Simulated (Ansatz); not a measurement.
Consider CsTcF3 (cubic perovskite) (Pm-3m).

The structure was built from a prototype and need not be the compound's stable phase.

```yaml
crystal:
  lattice:
    - [0.00000, -4.33930, 0.00000]
    - [0.00000, 0.00000, 4.33930]
    - [-4.33930, 0.00000, 0.00000]
  atoms:
    - { symbol: Cs, position: [0.00000, 0.00000, 0.00000] }
    - { symbol: Tc, position: [0.50000, 0.50000, 0.50000] }
    - { symbol: F, position: [0.50000, 0.50000, 0.00000] }
    - { symbol: F, position: [0.50000, 0.00000, 0.50000] }
    - { symbol: F, position: [0.00000, 0.50000, 0.50000] }
```

The structure was relaxed with PBE. The structure type comes from a generator and need not be one that this composition takes. The structure was generated from a model, not taken from a measurement. The runs that relaxed it are not among those shown. The program's search for lower electronic states was switched off, so nothing shows that the state found is the lowest. Spin-orbit coupling is left out unless a run names it. PAW set soft_2, made with PBE.

A constrained-RPA run (Ansatz 0.2.0; non-magnetic PBE; Tc d, bands v3 to c2, 4×4×4 mesh, medium accuracy) builds 5 functions on bands 4.0 eV wide, with 5.0 electrons in the window. The bare on-site interaction is 14.0 eV and the bare J 0.51 eV.

**Question.** Estimate U, U′ and J.

On the Tc d shell, U = 5.13 eV (37 % of the bare value), U′ = 4.34 eV, J = 0.39 eV.

The parent state is non-magnetic and the interaction static (zero frequency); U depends on the window and the orbitals, so it belongs to this model alone.

[Paths, hosts, dates, memory and timing lines, banners, echoed tables and standing remarks are left out of the program output.]

[Logs are printed without paths, hosts, clocks, repeated set-up lines and the standing remarks that a program may print on its own settings, such as how far it seeks lower states.]

[Runs of the session that timed out or met a known fault of the program may be left out.]

[Hosts, paths, dates, database ids (printed as entryN), source tags and the programs' standing remarks are cut or masked in the printed files.]
